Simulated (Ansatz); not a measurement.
# In2S (model cell, started as cuprite): a soft mode frozen in, part 2 of 2

Aim: this structure of In2S (model cell, started as cuprite) is to be tested for unstable modes, and one is followed downhill.

Ansatz 0.2.0; DFT PBEsol, scalar-relativistic, plane waves, PAW.

So far, highest frequency on the path or at a solved wavevector (cm⁻¹): step 2 (phonons on a q mesh) 137. Also lowest frequency on the path (cm⁻¹): step 2 -235.

The structure was built from a prototype and need not be the compound's stable phase.

### 5. Energy along the mode, all amplitudes (two of the runs are shown above)

An imaginary frequency means negative curvature, so the energy should fall and then rise again as anharmonic terms take over.

Numbers from this step:

| Property | Result |
| --- | --- |
| depth at the lowest point sampled | 71.36 meV/atom |
| largest atomic shift at that point | 0.6 Å |

The energy from the parent by largest atomic shift:

| largest atomic shift (Å) | energy from the parent (meV/atom) |
| --- | --- |
| 0.000 | 0 |
| 0.040 | -1.42 |
| 0.080 | -4.71 |
| 0.140 | -11.7 |
| 0.220 | -23.4 |
| 0.320 | -39.6 |
| 0.450 | -59.8 |
| 0.600 | -71.4 |

Displacement at unit largest shift by atom:

| atom | x (Å) | y (Å) | z (Å) | size |
| --- | --- | --- | --- | --- |
| S1 | 0.00 | 1.00 | 0.00 | 1.00 |
| S2 | 0.00 | -1.00 | 0.00 | 1.00 |
| S3 | 1.00 | 0.00 | 0.00 | 1.00 |
| S4 | -1.00 | 0.00 | 0.00 | 1.00 |
| In5 | -0.07 | 0.07 | 0.00 | 0.09 |
| In6 | 0.07 | -0.07 | 0.00 | 0.09 |
| In7 | -0.07 | 0.07 | 0.00 | 0.09 |
| In8 | 0.07 | -0.07 | 0.00 | 0.09 |
| In9 | -0.07 | -0.07 | 0.00 | 0.09 |
| In10 | 0.07 | 0.07 | 0.00 | 0.09 |
| In11 | -0.07 | -0.07 | 0.00 | 0.09 |
| In12 | 0.07 | 0.07 | 0.00 | 0.09 |

The lowest of the steps tried is the last one, at 0.6 Å, 71.4 meV/atom below the parent; the bottom of the well need not coincide with a step.

### 6. Relaxing from the distorted cell

Starting from the lowest point found, all atoms and the cell are let go, so that strain and other modes of the same symmetry can join in.

input.yaml reads:

```yaml
crystal:
  lattice:
    - [6.2898146533, 0.0, 0.0]
    - [0.0, 6.2898146533, 0.0]
    - [0.0, 0.0, 12.5796293066]
  atoms:
    - { symbol: S, position: [0.0, 0.0953923181, 0.5] }
    - { symbol: S, position: [0.0, -0.0953923181, 0.0] }
    - { symbol: S, position: [0.5953923181, 0.5, 0.25] }
    - { symbol: S, position: [0.4046076819, 0.5, 0.75] }
    - { symbol: In, position: [0.2436081636, 0.2563918364, 0.125] }
    - { symbol: In, position: [0.2563918364, 0.2436081636, 0.625] }
    - { symbol: In, position: [0.7436081636, 0.7563918364, 0.125] }
    - { symbol: In, position: [0.7563918364, 0.7436081636, 0.625] }
    - { symbol: In, position: [0.7436081636, 0.2436081636, 0.375] }
    - { symbol: In, position: [0.7563918364, 0.2563918364, 0.875] }
    - { symbol: In, position: [0.2436081636, 0.7436081636, 0.375] }
    - { symbol: In, position: [0.2563918364, 0.7563918364, 0.875] }
kpoints:
  mp_grid: { grid: [6, 6, 4] }
hamiltonian:
  xc: pbesol
scf:
  occupations: { method: methfessel_paxton, width: 0.2 }
output:
  forces: true
  stress: true
  eigenvalues: true
relax:
  adjacent_minimum: "off"
  f_tol: 0.002
  max_steps: 120
  cell: { stress_tol: 0.03 }
```

On the command line:

```
> ansatz run input.yaml --threads 8 --pin off --max-ram 14336MiB --backend cpu --events-out ev --progress --plain --runs-dir out
```

Numbers of over 12 decimals in the logs are rounded to 6 here.

The program printed:

```text
[...]
Crystal: 12 atoms, lattice volume = 497.672 Å³
Basis set: ecut = 420 eV, 9863 PW (Γ), exchange–correlation on 90×90×180 points (8 copies of the dense FFT grid, shifted against one another)
Bands: 77, of which v1, the nominal top of the filled ones, is band 64 counted from 1 (63 counted from 0)
Symmetry: 8 space group operations
[...]
k-points: 30 of 144 (time reversal used)
[...]
SCF iter   1: F=—  HF=-47738.015247 eV  |F-HF|=—  |Δ(HF+E_count)|=         —  Δρ=3.76e-3  dr2=8.74e-2  ethr=1.77e-3  ⟨swp⟩=6.0  Hψ=7964  notcnv=0
[...]
SCF iter   8: F=-47738.002419 eV  HF=-47738.002419 eV  |F-HF|=2.69e-8  |Δ(HF+E_count)|=   9.65e-8  S|Δr|=    0.00e0  Δρ=2.44e-6  dr2=6.42e-8  ethr=7.81e-11  ⟨swp⟩=10.7  Hψ=9909  notcnv=0
SCF 1 converged in 8 iterations: F = -47738.002419 eV  dr2 = 6.42e-8
[...]
relax step   1: F+E_penalty+E_count = -47738.00241862 eV  Δ(F+E_penalty+E_count) = +0.000e0 eV  max|allowed force component| = 7.367e-1 eV/Å  Δτ_max = 0.0000 Å  P = -0.625 GPa  Ω = 497.672 Å³  (8 SCF iters, dr2 threshold 1.00e-7 eV, accepted)
Crystal: 12 atoms, lattice volume = 486.109 Å³
Basis set: ecut = 420 eV, 9501 PW (Γ), exchange–correlation on 90×90×180 points (8 copies of the dense FFT grid, shifted against one another)
[...]
SCF iter   8: F=-47738.935212 eV  HF=-47738.935212 eV  |F-HF|=8.08e-9  |Δ(HF+E_count)|=   6.37e-8  S|Δr|=    0.00e0  Δρ=4.55e-6  dr2=1.47e-7  ethr=9.37e-10  ⟨swp⟩=7.1  Hψ=9117  notcnv=0
SCF 2 converged in 8 iterations: F = -47738.935212 eV  dr2 = 1.47e-7
[...]
relax step   2: F+E_penalty+E_count = -47738.93521167 eV  Δ(F+E_penalty+E_count) = -9.328e-1 eV  max|allowed force component| = 8.069e-1 eV/Å  Δτ_max = 0.1973 Å  P = -0.954 GPa  Ω = 486.109 Å³  energy of the carried Pulay correction = +1.372e-3 eV  (8 SCF iters, dr2 threshold 1.20e-6 eV, accepted)
Crystal: 12 atoms, lattice volume = 471.250 Å³
Basis set: ecut = 420 eV, 9205 PW (Γ), exchange–correlation on 90×90×180 points (8 copies of the dense FFT grid, shifted against one another)
[...]
SCF iter   7: F=-47740.000441 eV  HF=-47740.000441 eV  |F-HF|=3.90e-8  |Δ(HF+E_count)|=   7.85e-7  S|Δr|=    0.00e0  Δρ=9.02e-6  dr2=4.89e-7  ethr=9.37e-10  ⟨swp⟩=8.0  Hψ=10123  notcnv=0
SCF 3 converged in 7 iterations: F = -47740.000441 eV  dr2 = 4.89e-7
relax step   3: F+E_penalty+E_count = -47740.00044128 eV  Δ(F+E_penalty+E_count) = -1.065e0 eV  max|allowed force component| = 7.923e-1 eV/Å  Δτ_max = 0.1961 Å  P = -1.252 GPa  Ω = 471.250 Å³  energy of the carried Pulay correction = +3.194e-3 eV  (7 SCF iters, dr2 threshold 1.20e-6 eV, accepted)
[... from here on, the SCF cycles and remarks between the steps are left out ...]
relax step   4: F+E_penalty+E_count = -47741.08206071 eV  Δ(F+E_penalty+E_count) = -1.082e0 eV  max|allowed force component| = 5.887e-1 eV/Å  Δτ_max = 0.1982 Å  P = -1.544 GPa  Ω = 452.129 Å³  energy of the carried Pulay correction = +5.642e-3 eV  (6 SCF iters, dr2 threshold 1.20e-6 eV, accepted)
relax step   5: F+E_penalty+E_count = -47741.99173987 eV  Δ(F+E_penalty+E_count) = -9.097e-1 eV  max|allowed force component| = 2.149e-1 eV/Å  Δτ_max = 0.1950 Å  P = -1.544 GPa  Ω = 424.510 Å³  energy of the carried Pulay correction = +9.403e-3 eV  (6 SCF iters, dr2 threshold 1.20e-6 eV, accepted)
relax step   6: F+E_penalty+E_count = -47742.46592214 eV  Δ(F+E_penalty+E_count) = -4.742e-1 eV  max|allowed force component| = 1.432e-1 eV/Å  Δτ_max = 0.1156 Å  P = -0.777 GPa  Ω = 392.317 Å³  energy of the carried Pulay correction = +1.416e-2 eV  (6 SCF iters, dr2 threshold 1.20e-6 eV, accepted)
relax step   7: F+E_penalty+E_count = -47742.84550496 eV  Δ(F+E_penalty+E_count) = -3.796e-1 eV  max|allowed force component| = 1.790e-1 eV/Å  Δτ_max = 0.1123 Å  P = -0.283 GPa  Ω = 368.538 Å³  energy of the carried Pulay correction = +1.797e-2 eV  (6 SCF iters, dr2 threshold 1.20e-6 eV, accepted)
relax step   8: F+E_penalty+E_count = -47743.23149217 eV  Δ(F+E_penalty+E_count) = -3.860e-1 eV  max|allowed force component| = 1.919e-1 eV/Å  Δτ_max = 0.1689 Å  P = -0.269 GPa  Ω = 349.600 Å³  energy of the carried Pulay correction = +2.121e-2 eV  (6 SCF iters, dr2 threshold 1.20e-6 eV, accepted)
relax step   9: F+E_penalty+E_count = -47743.49948472 eV  Δ(F+E_penalty+E_count) = -2.680e-1 eV  max|allowed force component| = 1.692e-1 eV/Å  Δτ_max = 0.1914 Å  P = +0.215 GPa  Ω = 333.857 Å³  energy of the carried Pulay correction = +2.405e-2 eV  (6 SCF iters, dr2 threshold 1.20e-6 eV, accepted)
relax step  10: F+E_penalty+E_count = -47743.62237565 eV  Δ(F+E_penalty+E_count) = -1.229e-1 eV  max|allowed force component| = 4.605e-2 eV/Å  Δτ_max = 0.1950 Å  P = +0.498 GPa  Ω = 327.709 Å³  energy of the carried Pulay correction = +2.520e-2 eV  (6 SCF iters, dr2 threshold 1.20e-6 eV, accepted)
relax step  11: F+E_penalty+E_count = -47743.64381036 eV  Δ(F+E_penalty+E_count) = -2.143e-2 eV  max|allowed force component| = 1.239e-1 eV/Å  Δτ_max = 0.0693 Å  P = -0.665 GPa  Ω = 339.558 Å³  energy of the carried Pulay correction = +2.300e-2 eV  (7 SCF iters, dr2 threshold 7.69e-7 eV, accepted)
relax step  12: F+E_penalty+E_count = -47743.72487829 eV  Δ(F+E_penalty+E_count) = -8.107e-2 eV  max|allowed force component| = 1.207e-1 eV/Å  Δτ_max = 0.1616 Å  P = -0.456 GPa  Ω = 339.771 Å³  energy of the carried Pulay correction = +2.297e-2 eV  (7 SCF iters, dr2 threshold 1.13e-6 eV, accepted)
relax step  13: F+E_penalty+E_count = -47743.75961920 eV  Δ(F+E_penalty+E_count) = -3.474e-2 eV  max|allowed force component| = 3.039e-1 eV/Å  Δτ_max = 0.1950 Å  P = +0.101 GPa  Ω = 339.536 Å³  energy of the carried Pulay correction = +2.301e-2 eV  (7 SCF iters, dr2 threshold 9.10e-7 eV, accepted)
relax step  14: F+E_penalty+E_count = -47743.49376888 eV  Δ(F+E_penalty+E_count) = +2.659e-1 eV  max|allowed force component| = 5.486e-1 eV/Å  Δτ_max = 0.1296 Å  P = -0.454 GPa  Ω = 335.569 Å³  energy of the carried Pulay correction = +2.373e-2 eV  (7 SCF iters, dr2 threshold 1.20e-6 eV, rejected (line search))
relax step  15: F+E_penalty+E_count = -47743.83984398 eV  Δ(F+E_penalty+E_count) = -8.022e-2 eV  max|allowed force component| = 6.918e-2 eV/Å  Δτ_max = 0.0928 Å  P = -0.109 GPa  Ω = 336.119 Å³  energy of the carried Pulay correction = +2.363e-2 eV  (12 SCF iters, accepted)
relax step  16: F+E_penalty+E_count = -47743.85106462 eV  Δ(F+E_penalty+E_count) = -1.122e-2 eV  max|allowed force component| = 1.676e-2 eV/Å  Δτ_max = 0.0303 Å  P = +0.062 GPa  Ω = 333.869 Å³  energy of the carried Pulay correction = +2.405e-2 eV  (6 SCF iters, dr2 threshold 2.99e-7 eV, accepted)
relax step  17: F+E_penalty+E_count = -47743.85222785 eV  Δ(F+E_penalty+E_count) = -1.163e-3 eV  max|allowed force component| = 7.348e-3 eV/Å  Δτ_max = 0.0157 Å  P = -0.023 GPa  Ω = 334.242 Å³  energy of the carried Pulay correction = +2.398e-2 eV  (7 SCF iters, dr2 threshold 1.76e-8 eV, accepted)
relax step  18: F+E_penalty+E_count = -47743.85233094 eV  Δ(F+E_penalty+E_count) = -1.031e-4 eV  max|allowed force component| = 1.023e-3 eV/Å  Δτ_max = 0.0026 Å  P = -0.001 GPa  Ω = 334.080 Å³  energy of the carried Pulay correction = +2.401e-2 eV  (6 SCF iters, dr2 threshold 3.37e-9 eV, accepted)
relax step  19: F+E_penalty+E_count = -47743.84844675 eV  Δ(F+E_penalty+E_count) = +3.884e-3 eV  max|allowed force component| = 1.036e-3 eV/Å  Δτ_max = 0.0000 Å  P = -0.016 GPa  Ω = 334.080 Å³  stress off target by 3.02e-2 GPa  SCF on the basis re-selected at this cell (its energy is not comparable with the rows above)  (6 SCF iters)
relax step  20: F+E_penalty+E_count = -47743.84856740 eV  Δ(F+E_penalty+E_count) = -1.207e-4 eV  max|allowed force component| = 5.620e-4 eV/Å  Δτ_max = 0.0023 Å  P = +0.006 GPa  Ω = 333.719 Å³  energy of the carried Pulay correction = +5.656e-5 eV  (6 SCF iters, dr2 threshold 2.28e-9 eV, accepted)
[...]
SCF iter   5: F=-47743.848527 eV  HF=-47743.848527 eV  |F-HF|=7.28e-12  |Δ(HF+E_count)|=  1.46e-11  S|Δr|=    0.00e0  Δρ=3.86e-8  dr2=1.02e-11  ethr=1.00e-12  ⟨swp⟩=6.3  Hψ=8430  notcnv=0
SCF 21 converged in 5 iterations: F = -47743.848527 eV  dr2 = 1.02e-11
relax step  21: F+E_penalty+E_count = -47743.84852655 eV  Δ(F+E_penalty+E_count) = +4.085e-5 eV  max|allowed force component| = 5.635e-4 eV/Å  Δτ_max = 0.0000 Å  P = +0.006 GPa  Ω = 333.719 Å³  stress off target by 6.21e-3 GPa  SCF on the basis re-selected at this cell (its energy is not comparable with the rows above)  (5 SCF iters)
[...]
SCF converged after 5 iterations
[...]
Free energy (F): -47743.848527 eV
[...]
Internal energy: -47743.844752 eV  (E = F + TS)
E sigma→0 (E₀):  -47743.847583 eV
Entropy (-TS):   -0.003774 eV (-0.315 meV/atom)
Fermi energy:    7.250388 eV
[...]
--- Forces (eV/Å), atoms counted from 1 ---
  atom   1  S     -0.00000000     0.00012956     0.00000000
  atom   2  S     -0.00000000    -0.00012956     0.00000000
  atom   3  S      0.00012956     0.00000000    -0.00000000
  atom   4  S     -0.00012956     0.00000000    -0.00000000
  atom   5  In    -0.00056353     0.00056353     0.00000000
  atom   6  In    -0.00006863     0.00006863     0.00000000
  atom   7  In     0.00006863    -0.00006863     0.00000000
  atom   8  In     0.00056353    -0.00056353     0.00000000
  atom   9  In     0.00006863     0.00006863    -0.00000000
  atom  10  In     0.00056353     0.00056353    -0.00000000
  atom  11  In    -0.00056353    -0.00056353    -0.00000000
  atom  12  In    -0.00006863    -0.00006863    -0.00000000
  max |Σ_I F_I| component: 2.26e-17 eV/Å
--- Stress (GPa, compression-positive) ---
        0.005933      -0.000000       0.000000
       -0.000000       0.005933       0.000000
        0.000000       0.000000       0.006209
  P = ⅓ Tr σ = 0.0060 GPa (0.060 kbar)
--- Band table (eV; the first three rows and the last of 30) ---
  k-point 0: bands = [... 60 lower, 5.5016, 6.1252, 6.1252, 6.9388, 7.9045, 7.9045, 7.9710, 9.0667, ... 9 higher]
  k-point 1: bands = [... 60 lower, 5.6417, 5.8290, 6.4069, 6.8468, 7.8843, 8.0936, 8.4498, 8.8477, ... 9 higher]
  k-point 2: bands = [... 60 lower, 5.6864, 5.6864, 6.6948, 6.6948, 8.3929, 8.3929, 8.5907, 8.5907, ... 9 higher]
  k-point 29: bands = [... 60 lower, 5.6366, 5.6366, 5.8492, 5.8492, 7.7633, 7.7633, 8.3392, 8.3392, ... 9 higher]
--- Relaxed structure (19 steps of the walk, 18 accepted, 2 SCFs on fresh bases) ---
  F+E_penalty+E_count = -47743.84852655 eV   max|allowed force component| = 5.635e-4 eV/Å   (the final SCF, on the basis selected at the relaxed cell)
  cell:  # Å, volume = 333.7192 Å³
    - [6.612435, 0, 0.0]
    - [0, 6.612435, 0]
    - [0.0, 0, 7.632350]
  atoms:
    - { symbol: S, position: [-1.097449481737826e-18, 0.109173, 0.5] }
    - { symbol: S, position: [-1.0974494817378253e-18, -0.109173, 0] }
    - { symbol: S, position: [0.609173, 0.5, 0.25] }
    - { symbol: S, position: [0.390827, 0.5, 0.75] }
    - { symbol: In, position: [0.202562, 0.297438, 0.125] }
    - { symbol: In, position: [0.347403, 0.152597, 0.625] }
    - { symbol: In, position: [0.652597, 0.847403, 0.125] }
    - { symbol: In, position: [0.797438, 0.702562, 0.625] }
    - { symbol: In, position: [0.652597, 0.152597, 0.375] }
    - { symbol: In, position: [0.797438, 0.297438, 0.875000] }
    - { symbol: In, position: [0.202562, 0.702562, 0.375] }
    - { symbol: In, position: [0.347403, 0.847403, 0.875000] }
```

Run time: 5.8 min. Hardware: 8 threads of Arm Neoverse V2, shared host; peak memory 2.2 GiB; 45 min of CPU time.

Step by step:

| step | energy less that of the first step (eV) | largest force component (eV/Å) | pressure (GPa) | volume (Å³) |
| --- | --- | --- | --- | --- |
| 1 | 0.0000 | 0.7367 | -0.62 | 497.67 |
| 2 | -0.9328 | 0.8069 | -0.95 | 486.11 |
| 3 | -1.9980 | 0.7923 | -1.25 | 471.25 |
| 4 | -3.0796 | 0.5887 | -1.54 | 452.13 |
| 5 | -3.9893 | 0.2149 | -1.54 | 424.51 |
| 6 | -4.4635 | 0.1432 | -0.78 | 392.32 |
| 7 | -4.8431 | 0.1790 | -0.28 | 368.54 |
| 8 | -5.2291 | 0.1919 | -0.27 | 349.60 |
| 9 | -5.4971 | 0.1692 | 0.21 | 333.86 |
| 10 | -5.6200 | 0.0460 | 0.50 | 327.71 |
| 11 | -5.6414 | 0.1239 | -0.66 | 339.56 |
| 12 | -5.7225 | 0.1207 | -0.46 | 339.77 |
| 13 | -5.7572 | 0.3039 | 0.10 | 339.54 |
| 14 | -5.4914 | 0.5486 | -0.45 | 335.57 |
| 15 | -5.8374 | 0.0692 | -0.11 | 336.12 |
| 16 | -5.8486 | 0.0168 | 0.06 | 333.87 |
| 17 | -5.8498 | 0.0073 | -0.02 | 334.24 |
| 18 | -5.8499 | 0.0010 | 0.00 | 334.08 |
| 19* | -5.8460 | 0.0010 | -0.02 | 334.08 |
| 20 | -5.8461 | 0.0006 | 0.01 | 333.72 |
| 21* | -5.8461 | 0.0006 | 0.01 | 333.72 |

Relaxation steps marked * repeat the geometry before them on a plane-wave basis chosen anew for their cell, so energy and pressure can jump there. Relaxation step 14 was tried and not accepted.

The run keeps the 8 symmetry operations that it works with, so distortions that break them were not tested.

| cell as run | before | after | change |
| --- | --- | --- | --- |
| a (Å) | 6.290 | 6.612 | +5.1 % |
| b (Å) | 6.290 | 6.612 | +5.1 % |
| c (Å) | 12.580 | 7.632 | -39.3 % |
| volume (Å³/atom) | 41.47 | 27.81 | -32.9 % |

The atoms that moved most (Å, as changes of fractional coordinates times the final cell):

| atom | dx | dy | dz | length |
| --- | --- | --- | --- | --- |
| In6 | 0.602 | -0.602 | 0.000 | 0.851 |
| In12 | 0.602 | 0.602 | 0.000 | 0.851 |
| In9 | -0.602 | -0.602 | 0.000 | 0.851 |
| In7 | -0.602 | 0.602 | 0.000 | 0.851 |
| In8 | 0.271 | -0.271 | 0.000 | 0.384 |
| In11 | -0.271 | -0.271 | 0.000 | 0.384 |
| In10 | 0.271 | 0.271 | 0.000 | 0.384 |
| In5 | -0.271 | 0.271 | 0.000 | 0.384 |

The relaxed structure:

```xyz
12
Lattice="6.6124 0.0000 0.0000 0.0000 6.6124 0.0000 0.0000 0.0000 7.6324" Properties=species:S:1:pos:R:3 pbc="T T T"
S     0.0000    0.7219    3.8162
S     0.0000   -0.7219    0.0000
S     4.0281    3.3062    1.9081
S     2.5843    3.3062    5.7243
In    1.3394    1.9668    0.9540
In    2.2972    1.0090    4.7702
In    4.3153    5.6034    0.9540
In    5.2730    4.6456    4.7702
In    4.3153    1.0090    2.8621
In    5.2730    1.9668    6.6783
In    1.3394    4.6456    2.8621
In    2.2972    5.6034    6.6783
```

Numbers from this step:

```yaml
pressure: 0.006025 GPa
volume_per_atom: 27.81 Å³
```

The distorted start has space group P4_122; the relaxation ends in P4_122.

### 7. What came out

```json
{"unstable mode of the parent": "q = (0, 0, -0.5), 229i cm⁻¹", "depth at the lowest point sampled": "71.4 meV/atom", "largest atomic shift at that point": "0.6 Å", "space group reached (within 0.01 Å)": "P4_122", "energy gained over the parent (first relaxation, on the mesh of the frozen mode)": "559 meV/atom", "volume per atom, phase reached": "27.8 Å³"}
```

**Reading.** Along this mode the structure falls into P4_122, 559 meV/atom below the parent. At the parent's cell the well is 71.36 meV/atom deep on the steps tried, with its lowest point at a shift of 0.6 Å. That is the last step tried, so the steps alone don't bracket the bottom of the well. Relaxing atoms and cell changes the gain by +487.41 meV/atom against the lowest step (energies at zero smearing). Most of the total comes from this relaxation. The modes of the phase reached were not computed on this path. Of the 5 patterns followed to their end from this parent, this one ends 128 meV/atom above the lowest, Pmma. Each path keeps the symmetry of its pattern, so a lower phase may lie along a pattern not tried. With no gap, or one that is small against the smearing, the frequencies hang on the k mesh and the smearing, most of all near Kohn anomalies. The volume moved by more than a tenth on the k mesh of the start, so the energy gain is rough. The starting cell was built on a prototype and not taken from a measurement, so the phase need not exist.

[Logs are printed without paths, hosts, clocks, repeated set-up lines and the standing remarks that a program may print on its own settings, such as how far it seeks lower states.]

[Hosts, paths, dates, database ids (printed as entryN), source tags and the programs' standing remarks are cut or masked in the printed files.]
